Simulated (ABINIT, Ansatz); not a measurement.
# Quasiparticle gap of WS2 (Tungstenite) in ABINIT, part 2 of 2

Wanted: ground state, empty states, screening and self-energy for WS2 (Tungstenite).

ABINIT 10.8.3; PBE and many-body steps on it, plane waves. Known limits of the many-body steps: not at the basis limit; no spin-orbit coupling; coarse k mesh.

So far. Step 2 (Ground state): The gap is indirect, with the least direct gap 0.69 eV higher. Step 3 (Empty states on the mesh, 3×3×1 mesh, 111 bands): On this mesh the gap is 1.175 eV. The earlier step found 1.050 eV, so this mesh misses an edge.

The database entry behind the starting cell differs from later determinations by our own check (an axis about 1.4 % long against later determinations), so it need not match the best structure at ambient conditions.

### 4. Screening, 3×3×1 mesh, 101 bands, screening to 98 eV

The RPA dielectric matrix is built and inverted for each q.

This step: RPA screening on PBE, plane waves, norm-conserving pseudopotentials.

The input, run.abi:

```
acell 3*1.0 Angstrom
rprim 
  3.179999999980 0.000000000005 0.000000000000
  -1.589999999994 2.753960784015 0.000000000000
  0.000000000000 0.000000000000 12.500000000000
ntypat 2
znucl 74 16
natom 6
typat 1 1 2 2 2 2
xred 
  0.333333333333 0.666666666667 0.250000000000
  0.666666666667 0.333333333333 0.750000000000
  0.333333333333 0.666666666667 0.625000000000
  0.666666666667 0.333333333333 0.125000000000
  0.333333333333 0.666666666667 0.875000000000
  0.666666666667 0.333333333333 0.375000000000
pp_dirpath "pseudos"
pseudos "W.upf, S.upf"
ecut 31
ngkpt 3 3 1
nshiftk 1
shiftk 0 0 0
kptopt 1
chksymbreak 0
istwfk *1
occopt 1
irdwfk 1
optdriver 3
nband 101
ecuteps 3.6
inclvkb 2
awtr 1
symchi 1
indata_prefix "in"
outdata_prefix "out"
tmpdata_prefix "tmp"
```

Command:

```
> OMP_NUM_THREADS=1 mpirun -n 4 abinit run.abi > log
```

Numbers of over 12 decimals in the logs are rounded to 6 here.

The log of the run:

```text
.Version 10.8.3 of ABINIT. v10.8.2 released Aug 2026.

 Symmetries : space group P6_3/m m c (#194); Bravais hP (primitive hexag.)
[... echo of the input left out ...]
== DATASET  1 ==================================================================
-   mpi_nproc: 4, omp_nthreads: 1 (-1 if OMP is not activated)

--- !DatasetInfo
iteration_state: {dtset: 1, }
dimensions: {natom: 6, nkpt: 3, mband: 101, nsppol: 1, nspinor: 1, nspden: 1, mpw: 6137, }
cutoff_energies: {ecut:  31.0, pawecutdg:  -1.0, }
electrons: {nelect:   5.20000000E+01, charge:   0.00000000E+00, occopt:   1.00000000E+00, tsmear:   1.00000000E-02, }

 SCREENING: Calculation of the susceptibility and dielectric matrices

 Based on a program developped by R.W. Godby, V. Olevano, G. Onida, and L. Reining.
 Incorporated in ABINIT by V. Olevano, G.-M. Rignanese, and M. Torrent.
.Using double precision arithmetic ; gwpc =  8

[... cell and pseudopotentials left out ...]
--------------------------------------------------------------------------------

 ==== K-mesh for the wavefunctions ====
 Number of points in the irreducible wedge :     3
[... list of points left out ...]
 Together with 24 symmetry operations and time-reversal symmetry
 yields     9 points in the full Brillouin Zone.

 ==== Q-mesh for the screening function ====
 Number of points in the irreducible wedge :     3
[... list of points left out ...]
 Together with 24 symmetry operations and time-reversal symmetry
 yields     9 points in the full Brillouin Zone.

 setmesh: FFT mesh size selected  =    18x   18x   80
          total number of points  =        25920

 vcoul_init : cutoff-mode = AUXILIARY_FUNCTION
 q-points for optical limit:   1
     1)      0.000010    0.000020    0.000030

- screening: taking advantage of time-reversal symmetry
- Maximum band index for partially occupied states nbvw = 26
- Remaining bands to be divided among processors   nbcw = 75
- Number of bands treated by each node ~18

 Number of electrons calculated from density =   52.0000; Expected =   52.0000
 average of density, n =  0.070390
 r_s =    1.5024
 omega_plasma =   25.5924 [eV]

 calculating chi0 at frequencies [eV] :
  1    0.000000E+00    0.000000E+00
  2    0.000000E+00    2.559243E+01

--------------------------------------------------------------------------------
  q-point number  1        q = ( 0.000000, 0.000000, 0.000000) [r.l.u.]
--------------------------------------------------------------------------------
[... chi0 elements left out ...]
 For q-point:  0.000010 0.000020 0.000030
  dielectric constant =  18.1952
  dielectric constant without local fields =  20.2792

  Average fulfillment of the sum rule on Im[epsilon] for q-point    1 :     72.40  [%]
[... wings left out ...]
  q-point number  2        q = ( 0.333333, 0.000000, 0.000000) [r.l.u.]
--------------------------------------------------------------------------------
[... chi0 elements left out ...]
  Average fulfillment of the sum rule on Im[epsilon] for q-point    2 :     66.99  [%]

 [... 1 further q-points ...]
```

It took 17 s on 4 MPI ranks of Intel Xeon Platinum 8488C (Sapphire Rapids), shared host; peak memory 0.86 GiB; 67 s of CPU time.

This step gave:

- ε∞ with local fields, on this mesh, along the program's q direction: 18.20
- the same without local fields: 20.28
- plasma frequency: 25.59 eV
- plane waves in the screening matrix: 267

Local fields lower ε∞ by 10 %. On a Γ-centred mesh this coarse the value itself is usually too large, while a short band sum pulls it down.

### 5. Self-energy, 3×3×1 mesh, 101 bands, screening to 98 eV

The self-energy is evaluated for the states that the input lists, and the levels follow from it, in one-shot runs by the linearised quasiparticle equation.

This step: G0W0 on PBE, plane waves, norm-conserving pseudopotentials.

run.abi: that of step 4 with these lines changed.

```diff
@@ -27,8 +27,17 @@
 irdwfk 1
-optdriver 3
+optdriver 4
 nband 101
+gwcalctyp 0
+ecutsigx 31
+symsigma 1
+nkptgw 2
+kptgw 
+  0.0000000000 0.0000000000 0.0000000000
+  0.3333333333 0.3333333333 0.0000000000
+bdgw 
+  25 28
+  25 28
 ecuteps 3.6
-inclvkb 2
-awtr 1
-symchi 1
+irdscr 1
+ppmodel 1
 indata_prefix "in"
```

The log of the run:

```text
.Version 10.8.3 of ABINIT. v10.8.2 released Aug 2026.

 Symmetries : space group P6_3/m m c (#194); Bravais hP (primitive hexag.)
[... echo of the input left out ...]
== DATASET  1 ==================================================================
-   mpi_nproc: 4, omp_nthreads: 1 (-1 if OMP is not activated)

--- !DatasetInfo
iteration_state: {dtset: 1, }
dimensions: {natom: 6, nkpt: 3, mband: 101, nsppol: 1, nspinor: 1, nspden: 1, mpw: 6137, }
cutoff_energies: {ecut:  31.0, pawecutdg:  -1.0, }
electrons: {nelect:   5.20000000E+01, charge:   0.00000000E+00, occopt:   1.00000000E+00, tsmear:   1.00000000E-02, }

 SIGMA: Calculation of the GW corrections

 Based on a program developped by R.W. Godby, V. Olevano, G. Onida, and L. Reining.
 Incorporated in ABINIT by V. Olevano, G.-M. Rignanese, and M. Torrent.
.Using double precision arithmetic ; gwpc =  8

[... cell and pseudopotentials left out ...]
--------------------------------------------------------------------------------

 ==== K-mesh for the wavefunctions ====
 Number of points in the irreducible wedge :     3
[... list of points left out ...]
 Together with 24 symmetry operations and time-reversal symmetry
 yields     9 points in the full Brillouin Zone.

 ==== Q-mesh for screening function ====
 Number of points in the irreducible wedge :     3
[... list of points left out ...]
 Together with 24 symmetry operations and time-reversal symmetry
 yields     9 points in the full Brillouin Zone.

 vcoul_init : cutoff-mode = AUXILIARY_FUNCTION
 q-points for optical limit:   1
     1)      0.000010    0.000020    0.000030
 setmesh: FFT mesh size selected  =    27x   27x  120
          total number of points  =        87480

 Number of electrons calculated from density =   52.0000; Expected =   52.0000
 average of density, n =  0.070390
 r_s =    1.5024
 omega_plasma =   25.5924 [eV]

 === KS Band Gaps ===
  >>>> For spin  1
   Minimum direct gap =   1.7368 [eV], located at k-point      :   0.3333  0.3333  0.0000
   Fundamental gap    =   1.1751 [eV], Top of valence bands at :   0.0000  0.0000  0.0000
                                       Bottom of conduction at :   0.3333  0.3333  0.0000
 SIGMA fundamental parameters:
 PLASMON POLE MODEL  1
 number of plane-waves for SigmaX                 6137
 number of plane-waves for SigmaC and W            267
 number of plane-waves for wavefunctions          6137
 number of bands                                   101
 number of independent spin polarizations            1
 number of spinorial components                      1
 number of k-points in IBZ                           3
 number of q-points in IBZ                           3
 number of symmetry operations                      24
 number of k-points in BZ                            9
 number of q-points in BZ                            9
 number of frequencies for dSigma/dE                 9
 frequency step for dSigma/dE [eV]                0.25
 number of omega for Sigma on real axis              0
 max omega for Sigma on real axis  [eV]           0.00
 zcut for avoiding poles [eV]                     0.10

 EPSILON^-1 parameters (SCR file):
 dimension of the eps^-1 matrix on file            267
 dimension of the eps^-1 matrix used               267
 number of plane-waves for wavefunctions          6137
 number of bands                                   101
 number of q-points in IBZ                           3
 number of frequencies                               2
 number of real frequencies                          1
 number of imag frequencies                          1

 matrix elements of self-energy operator (all in [eV])

 Perturbative Calculation

--- !SelfEnergy_ee
iteration_state: {dtset: 1, }
kpoint     : [   0.000,    0.000,    0.000, ]
spin       : 1
KS_gap     :    2.245
QP_gap     :    2.800
Delta_QP_KS:    0.555
data: !SigmaeeData |
     Band     E0 <VxcDFT>   SigX SigC(E0)      Z dSigC/dE  Sig(E)    E-E0       E
       25   7.984 -14.390 -15.587   1.600   0.790  -0.266 -14.072   0.318   8.302
       26   9.072 -15.531 -16.377   1.440   0.786  -0.272 -15.064   0.467   9.539
       27  11.317 -15.192 -10.304  -3.593   0.789  -0.267 -14.170   1.022  12.339
       28  11.317 -15.192 -10.304  -3.593   0.789  -0.267 -14.170   1.022  12.339

--- !SelfEnergy_ee
iteration_state: {dtset: 1, }
kpoint     : [   0.333,    0.333,    0.000, ]
spin       : 1
KS_gap     :    1.737
QP_gap     :    2.478
Delta_QP_KS:    0.741
data: !SigmaeeData |
     Band     E0 <VxcDFT>   SigX SigC(E0)      Z dSigC/dE  Sig(E)    E-E0       E
       25   8.343 -15.064 -16.308   1.738   0.788  -0.269 -14.675   0.390   8.732
       26   8.510 -15.440 -16.624   1.737   0.787  -0.270 -15.005   0.435   8.945
       27  10.247 -16.292 -11.224  -3.576   0.788  -0.269 -15.116   1.176  11.423
       28  10.247 -16.292 -11.224  -3.576   0.788  -0.269 -15.116   1.176  11.423

== END DATASET(S) ==============================================================
================================================================================

 -outvars: echo values of variables after computation  --------
           etotal      0.0000000000E+00
            nband         101
             nkpt           3
          spgroup         194
 [... the other variables as echoed above ...]

 Calculation completed.
```

Run time: 6 s. Hardware: 4 MPI ranks; peak memory 0.56 GiB.

Numbers from this step:

| Property | Result |
| --- | --- |
| G0W0 gap on the points computed | 1.884 eV |
| starting gap on the mesh | 1.175 eV |
| k of the valence top | 0, 0, 0 |
| k of the conduction bottom | 0.3333, 0.3333, 0 |
| Z at the valence top | 0.786 |
| Z at the conduction bottom | 0.788 |
| least direct G0W0 gap on the computed points | 2.478 eV |

The gap on the mesh goes from 1.17 eV to 1.88 eV, a correction of +0.71 eV. The start differs from the 1.05 eV found before because the two sample other k points.

Limits: finite bands, cutoff and mesh; no spin-orbit coupling; coarse k mesh. v1 is the top filled band, c1 the lowest empty one. Levels before and after the correction, in eV, zero at the valence-band top of each column:

```tsv
	conduction bottom	valence top
Kohn-Sham	1.17	0.00
G0W0	1.88	0.00
```

```tsv
	level	energy (eV)
Kohn-Sham	Γ v2	-1.088
Kohn-Sham	Γ v1	0.000
Kohn-Sham	Γ c1-c2	2.245
Kohn-Sham	(0.333 0.333 0) v2	-0.729
Kohn-Sham	(0.333 0.333 0) v1	-0.562
Kohn-Sham	(0.333 0.333 0) c1-c2	1.175
G0W0	Γ v2	-1.237
G0W0	Γ v1	0.000
G0W0	Γ c1-c2	2.800
G0W0	(0.333 0.333 0) v2	-0.807
G0W0	(0.333 0.333 0) v1	-0.594
G0W0	(0.333 0.333 0) c1-c2	1.884
```

### 6. Where the time went

Times are wall times on 4 MPI ranks of Intel Xeon Platinum 8488C (Sapphire Rapids), shared host, good to a factor of about two.

```tsv
step	time	share	memory (GiB)
ground state	33 s	41 %	0.42
empty states on the mesh	25 s	31 %	0.36
screening	17 s	21 %	0.86
self-energy	6 s	8 %	0.56
```

### 7. Summary of results

```
PBE gap                              : 1.05 eV, indirect
G0W0 gap on the mesh                 : 1.88 eV
G0W0 gap over the zone (rigid shift) : 1.76 eV
GW settings                          : 3×3×1 mesh, 101 bands, screening to 98 eV, Godby-Needs plasmon pole
known limits                         : not at the basis limit; no spin-orbit coupling; coarse k mesh
```

G0W0 moves the gap on the mesh from 1.17 eV to 1.88 eV (+0.71 eV), with Z of 0.79 and 0.79 at the edges. The mesh misses the band edges by 0.13 eV in all; a rigid shift gives 1.76 eV for the zone. Local fields lower the RPA ε∞ on this mesh from 20.28 to 18.20; a Γ-centred mesh this coarse tends to raise both, most where the direct gap is narrow, while a short band sum lowers them. Only 2 of the mesh's irreducible points were corrected, so a valley elsewhere could overtake. Bands and cutoff are finite, so the gap is not at the basis limit. The miss can reach some tenths of an eV and take either sign; the mesh is an error of its own. In the G0W0 run levels were corrected at 2 k points alone, so a gap called «on the mesh» is the least over those, and an edge elsewhere would be missed. A denser mesh or path gives a starting gap of 1.05 eV: the GW mesh misses a band edge, so its gaps are not the fundamental one. The 3×3×1 mesh is coarse for this cell, which bears on the long-range parts of exchange and screening. The many-body steps are scalar-relativistic: spin-orbit coupling is not in them.

[Paths, hosts, dates, memory and timing lines, banners, echoed tables and standing remarks are left out of the program output.]

[Logs are printed without paths, hosts, clocks, repeated set-up lines and the standing remarks that a program may print on its own settings, such as how far it seeks lower states.]

[Runs of the session that timed out or met a known fault of the program may be left out.]

[Hosts, paths, dates, database ids (printed as entryN), source tags and the programs' standing remarks are cut or masked in the printed files.]

[G0W0 gaps are taken among the corrected bands and points alone; a level outside them can change the order at an edge.]

[Where Ansatz stands beside ABINIT at settings called matched, ABINIT's density can come from a denser mesh and the files from another edition; pairs whose starting gaps differed by over 0.03 eV were left out, so agreement reads better than it is.]
